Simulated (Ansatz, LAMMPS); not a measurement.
# Amorphous polythiophene with methane (capped chains of 7 units) at 340 K (258 atoms): a single point, part 2 of 2

What does DFT give for amorphous polythiophene with methane (capped chains of 7 units) at 340 K (258 atoms) as built?

Ansatz 0.2.0; Kohn-Sham DFT, r2SCAN+D4, PAW (set soft_2), plane waves.

The cell: 126 C, 28 S and 104 H. The network of contacts between molecules at the start is that of the classical potential that made the cell. The density was typed from a rule of thumb and may lie off the real one at this temperature. Sampling is at Γ alone, for a cell whose shortest periodic width is 15 Å.

So far. Step 3 (Plane-wave single point): Electrostatic potential energy in the ab plane at fractional z = 0.259, with atoms of C and S and H within 0.2 Å of it. With pseudopotentials it is smooth inside the atoms' cores, unlike the true potential.

**3. Plane-wave single point (continued)**

Valence density in the ab plane at fractional z = 0.259, with atoms of C and S and H within 0.2 Å of it. It is the smooth field of the valence electrons, not physical close to the nuclei.

Ten even steps from '0' (0.0 e/Å³) to '9' (2.0 e/Å³), each cell a mean:
```
31000000000000000000000000000000000000000123
73100000000000000000000000000000000000001378
86322334210000000000000000000000000000001357
78766535520000000000000000001210000000000013
89644455310001110000000000015864320000000013
98421366310012531000000000015877751000000247
68866887654456653100000000016631100000001576
13787643457754444321100000001100000000000011
01584100135531124431000000000000000000000000
00231000135543345420000000000000000000000000
00000000245443345421000000000000000000000000
00000000012211124654332210000000000000000000
00000000000000014654443210000000000000000000
00000000000001245632123310000000000000000000
00000000000002542553345421000000000000000000
00000000000001343457885210000000000000000000
00000121000000000124884100000000000000000111
00000254321000000013787410000000000001111110
00000137852000000012579852100000000024664210
00000013320000000001124675200000000124664200
00000000000000000000013797310000000111111000
00000000000000000000013688520000001110000000
00000000000000000000001123420000000100000000
00000000000000000000000000000000000000000000
```
Columns run along a (15.2 Å), rows up along b (15.2 Å). Atoms in or near the plane, at fractional coordinates: C at (0.98, 0.91), C at (0.03, 0.83), C at (0.00, 0.75), C at (0.07, 0.69), S at (0.14, 0.84), C at (0.46, 0.33), S at (0.36, 0.39), C at (0.48, 0.24), C at (0.55, 0.11), H at (0.94, 0.72), H at (0.06, 0.62), H at (0.64, 0.71), H at (0.74, 0.77).

Mean intrinsic-atomic-orbital charges: C -0.23, H +0.19, S +0.35 e. The largest share in the top eV of filled states is C p (94 % of the projected weight), and in the lowest eV of empty states C p (76 % of the projected weight).

**4. Local order**

Bonds and neighbours are counted at the geometry of the runs.

Density 1.20 g/cm³, 13.52 Å³ an atom.

g(r), total and by pair (bins of 0.2 Å):

```csv
r (Å),total,C-C,C-H,C-S,H-H,H-S,S-S
0.90,0.09,0.00,0.22,0.00,0.00,0.00,0.00
1.10,3.61,0.00,9.21,0.00,0.00,0.00,0.00
1.30,1.16,4.87,0.00,0.00,0.00,0.00,0.00
1.50,1.29,5.40,0.00,0.00,0.00,0.00,0.00
1.70,1.38,0.00,0.00,7.41,3.65,0.00,0.00
1.90,0.23,0.00,0.00,0.00,1.41,0.00,0.00
2.10,0.90,0.04,2.09,0.00,0.40,0.00,0.00
2.30,0.97,1.84,0.94,0.00,0.95,0.00,0.00
2.50,1.07,2.17,0.02,2.84,1.50,0.00,0.00
2.70,0.77,0.10,0.57,2.67,1.33,0.26,0.00
2.90,0.73,0.02,1.00,0.72,0.99,1.08,0.00
3.10,0.62,0.20,0.74,0.32,0.64,1.59,0.00
3.30,0.80,0.18,1.27,0.51,0.70,0.70,2.90
3.50,0.83,0.48,0.84,0.19,1.07,1.95,1.48
3.70,1.02,1.31,0.71,0.49,1.20,1.95,1.29
3.90,1.03,1.35,0.88,0.85,1.17,0.79,0.70
4.10,1.07,0.84,1.16,1.38,1.08,0.90,0.83
4.30,0.96,0.88,1.15,0.67,0.82,0.80,1.93
4.50,1.16,1.06,1.28,1.15,0.97,1.16,1.58
4.70,1.13,1.03,1.34,1.19,0.98,0.76,0.49
4.90,1.14,1.16,1.11,1.22,1.29,0.95,0.45
5.10,1.02,0.96,0.87,1.32,1.22,1.08,0.96
5.30,1.00,0.96,1.04,1.21,0.85,1.06,0.13
5.50,0.97,0.88,1.01,0.81,0.96,1.20,0.94
5.70,0.95,1.00,1.03,0.80,0.85,0.90,0.33
5.90,1.02,1.14,0.95,1.05,0.99,1.03,1.42
6.10,1.04,1.25,0.87,0.92,1.04,1.44,0.85
6.30,0.98,1.11,0.93,0.88,1.03,0.85,1.42
```

Bonds by pair of elements; cutoffs follow the first minimum of g(r), held within bounds set by covalent radii, and pairs that aren't listed don't count as bonded:

| pair A-B | cutoff (Å) | bonds | mean length (Å) | spread (Å) | shortest (Å) | B about A | A about B |
| --- | --- | --- | --- | --- | --- | --- | --- |
| C-C | 1.85 | 116 | 1.41 | 0.043 | 1.32 | 1.84 | 1.84 |
| C-H | 1.34 | 104 | 1.08 | 0.032 | 0.958 | 0.825 | 1 |
| C-S | 2.17 | 56 | 1.73 | 0.033 | 1.67 | 0.444 | 2 |

How many atoms have how many bonded neighbours:

```
element  mean    1   2    3   4
      C  3.11    0   0  112  14
      H     1  104   0    0   0
      S     2    0  28    0   0
```

Bond angles (no mean is given where the spread exceeds 20°):

```csv
angle,count,mean (°),spread (°)
C-C-H,136,121,6.3
C-C-C,112,120,7.9
C-C-S,112,116,6
H-C-H,60,109,5.4
C-S-C,28,91.9,1.7
```

Bond length by coordination (bonds to H left out):

```csv
element,coordination,atoms,mean bond length (Å)
C,3,112,1.47
C,4,8,1.48
```

Rings of the network by King's shortest-path rule, up to 12 atoms, one path for each pair of neighbours; H, halogens, alkali and alkaline-earth atoms are left out, and the last column divides by all other atoms, bonded or not:

```
ring size (atoms)  rings  per network atom
                5     28             0.182
```

With the cutoffs above, 89 % of C atoms have 3, all H atoms have 1 and all S atoms have 2 bonded neighbours. The C-C-H angle averages 121° with a spread of 6°. All rings counted have 5 atoms.

A closer look about S93, one of the 28 S atoms: 9 atoms, nearest first, numbered in the order of the input, with positions taken from that point.

| atom | x | y | z | distance (Å) | bonds | intrinsic-atomic-orbital charge (e) | Fx | Fy | Fz (eV/Å) |
| --- | --- | --- | --- | --- | --- | --- | --- | --- | --- |
| S93 | 0.00 | 0.00 | 0.00 | 0.00 | 2 | 0.30 | 0.41 | -1.62 | 0.50 |
| C92 | -0.58 | -1.05 | -1.26 | 1.73 | 3 | -0.12 | -0.38 | 1.34 | 0.06 |
| C89 | 0.96 | -1.33 | 0.73 | 1.80 | 3 | -0.14 | -1.47 | 0.39 | -1.85 |
| C91 | 0.02 | -2.27 | -1.20 | 2.57 | 3 | -0.23 | -0.51 | 0.15 | 0.09 |
| C90 | 0.80 | -2.49 | -0.05 | 2.61 | 3 | -0.20 | 0.94 | 0.17 | 0.68 |
| C94 | -1.53 | -0.41 | -2.23 | 2.73 | 4 | -0.52 | 0.26 | 1.26 | 0.22 |
| C87 | 1.84 | -1.07 | 1.80 | 2.78 | 3 | -0.17 | -0.49 | -0.17 | -1.02 |
| H113 | -2.21 | 0.40 | -1.79 | 2.87 | 1 | 0.17 | 1.02 | -1.10 | -0.25 |
| H164 | 1.45 | 2.38 | 0.79 | 2.90 | 1 | 0.19 | -0.43 | 0.30 | -0.12 |

The column of bonds counts only the pairs C-C within 1.85 Å, C-H within 1.34 Å, C-S within 2.17 Å; other neighbours, such as metal atoms beside each other in a compound, aren't counted, and periodic images can show an atom twice.

**5. Summary of results**

```json
{
 "free energy per atom": "-227.5962 eV/atom",
 "pressure": "0.733 GPa",
 "r.m.s. force component": "1.027 eV/Å",
 "gap (highest filled to lowest empty level)": "1.436 eV",
 "wall time of the 1 DFT run": "2 min"
}
```

**Reading.** The highest filled and lowest empty levels differ by 1.44 eV (at Γ alone); a semilocal functional tends to put such gaps too low. It is the spacing of short capped chains, not of the long polymer. In a disordered cell it changes from sample to sample, and tail or defect levels can set it. With the cutoffs above, 89 % of C atoms have 3, all H atoms have 1 and all S atoms have 2 bonded neighbours.

Caveats: The force components of 1.0 eV/Å r.m.s. hold both thermal displacement and the mismatch between the potential that made the cell and DFT, above all in bond lengths inside molecules. The pressure of a single frame lacks the kinetic term.

[Logs are printed without paths, hosts, clocks, repeated set-up lines and the standing remarks that a program may print on its own settings, such as how far it seeks lower states.]

[Hosts, paths, dates, database ids (printed as entryN), source tags and the programs' standing remarks are cut or masked in the printed files.]
